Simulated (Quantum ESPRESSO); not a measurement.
## Magnetic state of AlNi3 from several starts

Aim: find out which collinear order of AlNi3 costs least.

Main program and level: Quantum ESPRESSO 7.5; PBE; plane waves with GBRV 1.5 PBE potentials, no spin-orbit coupling.

Report form: the programs' logs are mostly left out.

**1. The structure**

The structure is cubic, space group Pm-3m (No. 221). The conventional cell has a = 3.523 Å, b = 3.523 Å, c = 3.523 Å, α = 90.00°, β = 90.00°, γ = 90.00°. Nearest to Al lie 12 Ni at 2.49 Å. Ni has 4 Al at 2.49 Å and 8 Ni at 2.49 Å nearest. Farther neighbours are not listed.

The cell comes from Materials Project 2023-11-01, a database of computed structures, and need not be the stable phase.

**2. Start 1: ferro +++**

The signs are those of the starting moments on the seeded atoms, the atoms that are given a moment.

Input file pw.in:

```
&CONTROL
  calculation = 'scf'
  prefix = 'pwscf'
  outdir = './tmp'
  pseudo_dir = './pseudo'
  disk_io = 'nowf'
/
&SYSTEM
  ibrav = 0
  celldm(1) = 8
  nat = 4
  ntyp = 2
  ecutwfc = 40
  ecutrho = 280
  nbnd = 39
  occupations = 'smearing'
  smearing = 'fd'
  degauss = 0.00367493
  nspin = 2
  starting_magnetization(1) = 0
  starting_magnetization(2) = 0.0556
/
&ELECTRONS
  conv_thr = 8d-09
  electron_maxstep = 150
  mixing_beta = 0.3
/
ATOMIC_SPECIES
Al     26.9815 al_pbe_v1.uspp.F.UPF
Ni     58.6934 ni_pbe_v1.4.uspp.F.UPF
CELL_PARAMETERS alat
   0.8322010694414    0.0000000000000    0.0000000000000
   0.0000000000000    0.8322010694414    0.0000000000000
   0.0000000000000    0.0000000000000    0.8322010694414
ATOMIC_POSITIONS crystal
Al      0.0000000000    0.0000000000    0.0000000000
Ni      0.0000000000    0.5000000000    0.5000000000
Ni      0.5000000000    0.0000000000    0.5000000000
Ni      0.5000000000    0.5000000000    0.0000000000
K_POINTS automatic
10 10 10 0 0 0
```

On the command line:

```console
OMP_NUM_THREADS=1 mpirun -n 4 pw.x -nk 4 -in pw.in > pw.out
```

Run time: 28 s. Hardware: 4 MPI ranks of Intel Xeon Platinum 8559C (Emerald Rapids), shared host; peak memory 0.41 GiB; 1.9 min of CPU time.

Spin moment in the atom's sphere by atom:

```csv
atom,spin moment in the atom's sphere (μB)
Al1,-0.017
Ni2,0.256
Ni3,0.256
Ni4,0.256
```

Read from the output:

* smearing term TS: 0.02882 eV
* magnetization: 0.688 μB
* absolute magnetization: 0.866 μB
* final state: ferromagnetic

Spin density in the ac plane at fractional y = 0.000, with atoms of Al and Ni within 0.2 Å of it.

Ten even steps from '0' (-0.01 e/Å³) to '9' (0.78 e/Å³), each cell a mean:
```
00000000000000
00000000000000
00000000000000
00000000000000
00000001000000
00000014100000
00000159410000
00000025100000
00000001000000
00000000000000
00000000000000
00000000000000
00000000000000
00000000000000
```
Columns run along a (3.5 Å), rows up along c (3.5 Å). Atoms in or near the plane, at fractional coordinates: Al at (0.00, 0.00), Ni at (0.50, 0.50).

Valence density in the ac plane at fractional y = 0.000, with atoms of Al and Ni within 0.2 Å of it. It is the smooth field of the valence electrons, not physical close to the nuclei.

Values in e/Å³, 14 rows by 14 columns, each cell a mean:
```
 0  0  0  0  0  0  0  0  0  0  0  0  0  0
 0  0  0  0  0  0  0  0  0  0  0  0  0  0
 0  0  0  0  0  0  0  0  0  0  0  0  0  0
 0  0  0  0  0  1  1  1  1  1  0  0  0  0
 0  0  0  0  1  2  6  8  5  2  1  0  0  0
 0  0  0  0  1  7 21 29 18  5  1  0  0  0
 0  0  0  0  2 11 33 37 29  8  1  0  0  0
 0  0  0  0  2  8 25 33 21  6  1  0  0  0
 0  0  0  0  1  3  8 11  7  2  1  0  0  0
 0  0  0  0  0  1  2  2  1  1  0  0  0  0
 0  0  0  0  0  0  0  0  0  0  0  0  0  0
 0  0  0  0  0  0  0  0  0  0  0  0  0  0
 0  0  0  0  0  0  0  0  0  0  0  0  0  0
 1  0  0  0  0  0  0  0  0  0  0  0  0  0
```
Columns run along a (3.5 Å), rows up along c (3.5 Å). Atoms in or near the plane, at fractional coordinates: Al at (0.00, 0.00), Ni at (0.50, 0.50).

**3. Run 2, typed as antiferro q=(1/2,1/2,1/2) +−+−+−**

This order needs a doubled cell of 8 atoms. The wavevector q is in fractions of the reciprocal vectors of the crystal's primitive cell, as the cells of these inputs are built from it; moments change sign between cells as cos(2π q·R).

Input file pw.in:

```
&CONTROL
  calculation = 'scf'
  prefix = 'pwscf'
  outdir = './tmp'
  pseudo_dir = './pseudo'
  disk_io = 'nowf'
/
&SYSTEM
  ibrav = 0
  celldm(1) = 8
  nat = 8
  ntyp = 3
  ecutwfc = 40
  ecutrho = 280
  nbnd = 71
  occupations = 'smearing'
  smearing = 'fd'
  degauss = 0.00367493
  nspin = 2
  starting_magnetization(1) = 0
  starting_magnetization(2) = 0.0556
  starting_magnetization(3) = -0.0556
/
&ELECTRONS
  conv_thr = 1.6d-08
  electron_maxstep = 150
  mixing_beta = 0.3
/
ATOMIC_SPECIES
Al     26.9815 al_pbe_v1.uspp.F.UPF
Ni1    58.6934 ni_pbe_v1.4.uspp.F.UPF
Ni2    58.6934 ni_pbe_v1.4.uspp.F.UPF
CELL_PARAMETERS alat
   1.6644021388828    0.0000000000000    0.0000000000000
   0.8322010694414    0.8322010694414    0.0000000000000
   0.8322010694414    0.0000000000000    0.8322010694414
ATOMIC_POSITIONS crystal
Al      0.0000000000    0.0000000000    0.0000000000
Al      0.5000000000    0.0000000000    0.0000000000
Ni1     0.5000000000    0.5000000000    0.5000000000
Ni2     0.0000000000    0.5000000000    0.5000000000
Ni1     0.0000000000    0.0000000000    0.5000000000
Ni2     0.5000000000    0.0000000000    0.5000000000
Ni1     0.0000000000    0.5000000000    0.0000000000
Ni2     0.5000000000    0.5000000000    0.0000000000
K_POINTS automatic
5 10 10 0 0 0
```

The job ended after 3.3 min (4 MPI ranks; peak memory 0.88 GiB).

Spin moment in the atom's sphere by atom:

| atom | spin moment in the atom's sphere (μB) |
| --- | --- |
| Al1 | 0.0000 |
| Al2 | 0.0000 |
| Ni3 | 0.0002 |
| Ni4 | 0.0000 |
| Ni5 | 0.0002 |
| Ni6 | 0.0000 |
| Ni7 | 0.0002 |
| Ni8 | 0.0000 |

Read from the output:

- smearing term TS: 0.08421 eV
- magnetization: 0 μB
- absolute magnetization: 0 μB
- final state: non-magnetic

Valence density in the ac plane at fractional y = 0.000, with atoms of Al and Ni within 0.2 Å of it. It is the smooth field of the valence electrons, not physical close to the nuclei.

Ten steps, logarithmic in the rise over the least value, from '_' (0 e/Å³) to '@' (35 e/Å³), each cell a mean:
```
..__________________..__________________
________________________________________
________............________............
....____......::::......____......::::..
::....____....==++++::....____....==++++
##--..______..--##@@##--..______..--##@@
@@##--..____..::**@@@@##--..____..::**@@
@@@@++::..____..--##@@@@++::..____..--##
**##**::..______..--**##**::..______..--
::----::....____....::----::....____....
............______..............______..
__..........__________..........________
________________________________________
::________________..::________________..
```
Columns run along a (7.0 Å), rows up along c (5.0 Å). Atoms in or near the plane, at fractional coordinates: Al at (0.00, 0.00), Al at (0.50, 0.00), Ni at (0.00, 0.50), Ni at (0.50, 0.50).

**4. Run 3 (antiferro q=(0,0,1/2) +−+−+−)**

This order needs a doubled cell of 8 atoms.

Input file pw.in:

```
&CONTROL
  calculation = 'scf'
  prefix = 'pwscf'
  outdir = './tmp'
  pseudo_dir = './pseudo'
  disk_io = 'nowf'
/
&SYSTEM
  ibrav = 0
  celldm(1) = 8
  nat = 8
  ntyp = 3
  ecutwfc = 40
  ecutrho = 280
  nbnd = 71
  occupations = 'smearing'
  smearing = 'fd'
  degauss = 0.00367493
  nspin = 2
  starting_magnetization(1) = 0
  starting_magnetization(2) = 0.0556
  starting_magnetization(3) = -0.0556
/
&ELECTRONS
  conv_thr = 1.6d-08
  electron_maxstep = 150
  mixing_beta = 0.3
/
ATOMIC_SPECIES
Al     26.9815 al_pbe_v1.uspp.F.UPF
Ni1    58.6934 ni_pbe_v1.4.uspp.F.UPF
Ni2    58.6934 ni_pbe_v1.4.uspp.F.UPF
CELL_PARAMETERS alat
   0.8322010694414    0.0000000000000    0.0000000000000
   0.0000000000000    0.8322010694414    0.0000000000000
   0.0000000000000    0.0000000000000    1.6644021388828
ATOMIC_POSITIONS crystal
Al      0.0000000000    0.0000000000    0.0000000000
Al      0.0000000000    0.0000000000    0.5000000000
Ni1     0.0000000000    0.5000000000    0.2500000000
Ni2     0.0000000000    0.5000000000    0.7500000000
Ni1     0.5000000000    0.0000000000    0.2500000000
Ni2     0.5000000000    0.0000000000    0.7500000000
Ni1     0.5000000000    0.5000000000    0.0000000000
Ni2     0.5000000000    0.5000000000    0.5000000000
K_POINTS automatic
10 10 5 0 0 0
```

Elapsed: 3.3 min, on 4 MPI ranks; peak memory 0.83 GiB; 13 min of CPU time.

Spin moment in the atom's sphere by atom:

```csv
atom,spin moment in the atom's sphere (μB)
Al1,0.0000
Al2,0.0000
Ni3,0.0002
Ni4,-0.0001
Ni5,0.0002
Ni6,-0.0001
Ni7,0.0000
Ni8,0.0002
```

Numbers from this step:

```
smearing term TS       : 0.08421 eV
magnetization          : 0 μB
absolute magnetization : 0 μB
final state            : non-magnetic
```

**5. Run 4, typed as ferri ++−**

Input file pw.in:

```
&CONTROL
  calculation = 'scf'
  prefix = 'pwscf'
  outdir = './tmp'
  pseudo_dir = './pseudo'
  disk_io = 'nowf'
/
&SYSTEM
  ibrav = 0
  celldm(1) = 8
  nat = 4
  ntyp = 3
  ecutwfc = 40
  ecutrho = 280
  nbnd = 38
  occupations = 'smearing'
  smearing = 'fd'
  degauss = 0.00367493
  nspin = 2
  starting_magnetization(1) = 0
  starting_magnetization(2) = 0.0556
  starting_magnetization(3) = -0.0556
/
&ELECTRONS
  conv_thr = 8d-09
  electron_maxstep = 150
  mixing_beta = 0.3
/
ATOMIC_SPECIES
Al     26.9815 al_pbe_v1.uspp.F.UPF
Ni1    58.6934 ni_pbe_v1.4.uspp.F.UPF
Ni2    58.6934 ni_pbe_v1.4.uspp.F.UPF
CELL_PARAMETERS alat
   0.8322010694414    0.0000000000000    0.0000000000000
   0.0000000000000    0.8322010694414    0.0000000000000
   0.0000000000000    0.0000000000000    0.8322010694414
ATOMIC_POSITIONS crystal
Al      0.0000000000    0.0000000000    0.0000000000
Ni1     0.0000000000    0.5000000000    0.5000000000
Ni1     0.5000000000    0.0000000000    0.5000000000
Ni2     0.5000000000    0.5000000000    0.0000000000
K_POINTS automatic
10 10 10 0 0 0
```

Elapsed: 69 s, on 4 MPI ranks; peak memory 0.53 GiB.

Read from the output:

```
smearing term TS       : 0.02884 eV
magnetization          : 0.688 μB
absolute magnetization : 0.866 μB
final state            : ferromagnetic
largest moment         : 0.2555 μB
```

The typed signs were not kept.

**6. Run 5, typed as antiferro q=(0,1/2,1/2) +−+−+−**

This order needs a doubled cell of 8 atoms.

Input file pw.in:

```
&CONTROL
  calculation = 'scf'
  prefix = 'pwscf'
  outdir = './tmp'
  pseudo_dir = './pseudo'
  disk_io = 'nowf'
/
&SYSTEM
  ibrav = 0
  celldm(1) = 8
  nat = 8
  ntyp = 3
  ecutwfc = 40
  ecutrho = 280
  nbnd = 71
  occupations = 'smearing'
  smearing = 'fd'
  degauss = 0.00367493
  nspin = 2
  starting_magnetization(1) = 0
  starting_magnetization(2) = 0.0556
  starting_magnetization(3) = -0.0556
/
&ELECTRONS
  conv_thr = 1.6d-08
  electron_maxstep = 150
  mixing_beta = 0.3
/
ATOMIC_SPECIES
Al     26.9815 al_pbe_v1.uspp.F.UPF
Ni1    58.6934 ni_pbe_v1.4.uspp.F.UPF
Ni2    58.6934 ni_pbe_v1.4.uspp.F.UPF
CELL_PARAMETERS alat
   0.8322010694414    0.0000000000000    0.0000000000000
   0.0000000000000    1.6644021388828    0.0000000000000
   0.0000000000000    0.8322010694414    0.8322010694414
ATOMIC_POSITIONS crystal
Al      0.0000000000    0.0000000000    0.0000000000
Al      0.0000000000    0.5000000000    0.0000000000
Ni1     0.0000000000    0.0000000000    0.5000000000
Ni2     0.0000000000    0.5000000000    0.5000000000
Ni1     0.5000000000    0.7500000000    0.5000000000
Ni2     0.5000000000    0.2500000000    0.5000000000
Ni1     0.5000000000    0.2500000000    0.0000000000
Ni2     0.5000000000    0.7500000000    0.0000000000
K_POINTS automatic
10 5 10 0 0 0
```

Elapsed: 5.4 min, on 4 MPI ranks; peak memory 1.1 GiB.

This step gave:

```
smearing term TS       : 0.08421 eV
magnetization          : 0 μB
absolute magnetization : 0 μB
final state            : non-magnetic
largest moment         : 0 μB
```

**7. Run 6 (antiferro q=(0,0,1/2) +−−++−)**

The cell is doubled to 8 atoms to hold this order.

Input file pw.in:

```
&CONTROL
  calculation = 'scf'
  prefix = 'pwscf'
  outdir = './tmp'
  pseudo_dir = './pseudo'
  disk_io = 'nowf'
/
&SYSTEM
  ibrav = 0
  celldm(1) = 8
  nat = 8
  ntyp = 3
  ecutwfc = 40
  ecutrho = 280
  nbnd = 71
  occupations = 'smearing'
  smearing = 'fd'
  degauss = 0.00367493
  nspin = 2
  starting_magnetization(1) = 0
  starting_magnetization(2) = 0.0556
  starting_magnetization(3) = -0.0556
/
&ELECTRONS
  conv_thr = 1.6d-08
  electron_maxstep = 150
  mixing_beta = 0.3
/
ATOMIC_SPECIES
Al     26.9815 al_pbe_v1.uspp.F.UPF
Ni1    58.6934 ni_pbe_v1.4.uspp.F.UPF
Ni2    58.6934 ni_pbe_v1.4.uspp.F.UPF
CELL_PARAMETERS alat
   0.8322010694414    0.0000000000000    0.0000000000000
   0.0000000000000    0.8322010694414    0.0000000000000
   0.0000000000000    0.0000000000000    1.6644021388828
ATOMIC_POSITIONS crystal
Al      0.0000000000    0.0000000000    0.0000000000
Al      0.0000000000    0.0000000000    0.5000000000
Ni1     0.0000000000    0.5000000000    0.2500000000
Ni2     0.0000000000    0.5000000000    0.7500000000
Ni2     0.5000000000    0.0000000000    0.2500000000
Ni1     0.5000000000    0.0000000000    0.7500000000
Ni1     0.5000000000    0.5000000000    0.0000000000
Ni2     0.5000000000    0.5000000000    0.5000000000
K_POINTS automatic
10 10 5 0 0 0
```

Elapsed: 2.9 min, on 4 MPI ranks; peak memory 0.83 GiB.

This step gave:

```yaml
smearing_term_ts: 0.08421 eV
magnetization: 0 μB
absolute_magnetization: 0 μB
final_state: non-magnetic
largest_moment: 0 μB
```

**8. Run 7, typed as no spin polarisation**

Input file pw.in:

```
&CONTROL
  calculation = 'scf'
  prefix = 'pwscf'
  outdir = './tmp'
  pseudo_dir = './pseudo'
  disk_io = 'nowf'
/
&SYSTEM
  ibrav = 0
  celldm(1) = 8
  nat = 4
  ntyp = 2
  ecutwfc = 40
  ecutrho = 280
  nbnd = 38
  occupations = 'smearing'
  smearing = 'fd'
  degauss = 0.00367493
/
&ELECTRONS
  conv_thr = 8d-09
  electron_maxstep = 150
  mixing_beta = 0.3
/
ATOMIC_SPECIES
Al     26.9815 al_pbe_v1.uspp.F.UPF
Ni     58.6934 ni_pbe_v1.4.uspp.F.UPF
CELL_PARAMETERS alat
   0.8322010694414    0.0000000000000    0.0000000000000
   0.0000000000000    0.8322010694414    0.0000000000000
   0.0000000000000    0.0000000000000    0.8322010694414
ATOMIC_POSITIONS crystal
Al      0.0000000000    0.0000000000    0.0000000000
Ni      0.0000000000    0.5000000000    0.5000000000
Ni      0.5000000000    0.0000000000    0.5000000000
Ni      0.5000000000    0.5000000000    0.0000000000
K_POINTS automatic
10 10 10 0 0 0
```

Elapsed: 15 s, on 4 MPI ranks; peak memory 0.35 GiB.

Read from the output:

```
smearing term TS : 0.04211 eV
final state      : non-magnetic (no spin polarisation)
```

**9. Ranking**

An order is kept where moments of 0.15 μB or more survive with the typed signs; meshes match where a doubled cell samples the same k points as the first cell.

Orders:

```csv
start,final state,typed order kept,energy over the lowest (meV a seeded atom),largest site moment (μB),net moment (μB a cell of the first run),mesh matched,CPU time (s)
ferro +++,ferromagnetic,yes,0,0.2557,0.6882,yes,111.3
"antiferro q=(1/2,1/2,1/2) +-+-+-",non-magnetic,no,2.668,0,0,yes,789.2
"antiferro q=(0,0,1/2) +-+-+-",non-magnetic,no,2.656,0,0,yes,795.9
ferri ++-,ferromagnetic,no,0,0.2555,0.6878,yes,273.5
"antiferro q=(0,1/2,1/2) +-+-+-",non-magnetic,no,2.664,0,7.54e-4,yes,1287
"antiferro q=(0,0,1/2) +--++-",non-magnetic,no,2.656,0,0.001291,yes,688.6
no spin polarisation,non-magnetic,-,2.626,0,0,yes,58.06
```

**10. Outcome**

| Item | Value |
| --- | --- |
| lowest state found | ferromagnetic (from ferro +++ and ferri ++-) |
| largest site moment | 0.256 μB |
| state without moments | 2.63 meV a seeded atom higher |

In words: At this level spin polarisation gains little. 4 starts lost their moments. 1 start left the typed signs, so such an energy belongs to the state reached, not the one typed. This is the lowest of 7 collinear or spinless starts, no proof of the ground state.

[Logs and program files are shortened in this print: banners, set-up blocks, solver, clock and traceback lines can be left out without a mark of their own.]

[Logs are printed without paths, hosts, clocks, repeated set-up lines and the standing remarks that a program may print on its own settings, such as how far it seeks lower states.]

[Hosts, paths, dates, database ids (printed as entryN), source tags and the programs' standing remarks are cut or masked in the printed files.]

[Where a cell is said to come from a database of computed structures, the database is the Materials Project.]
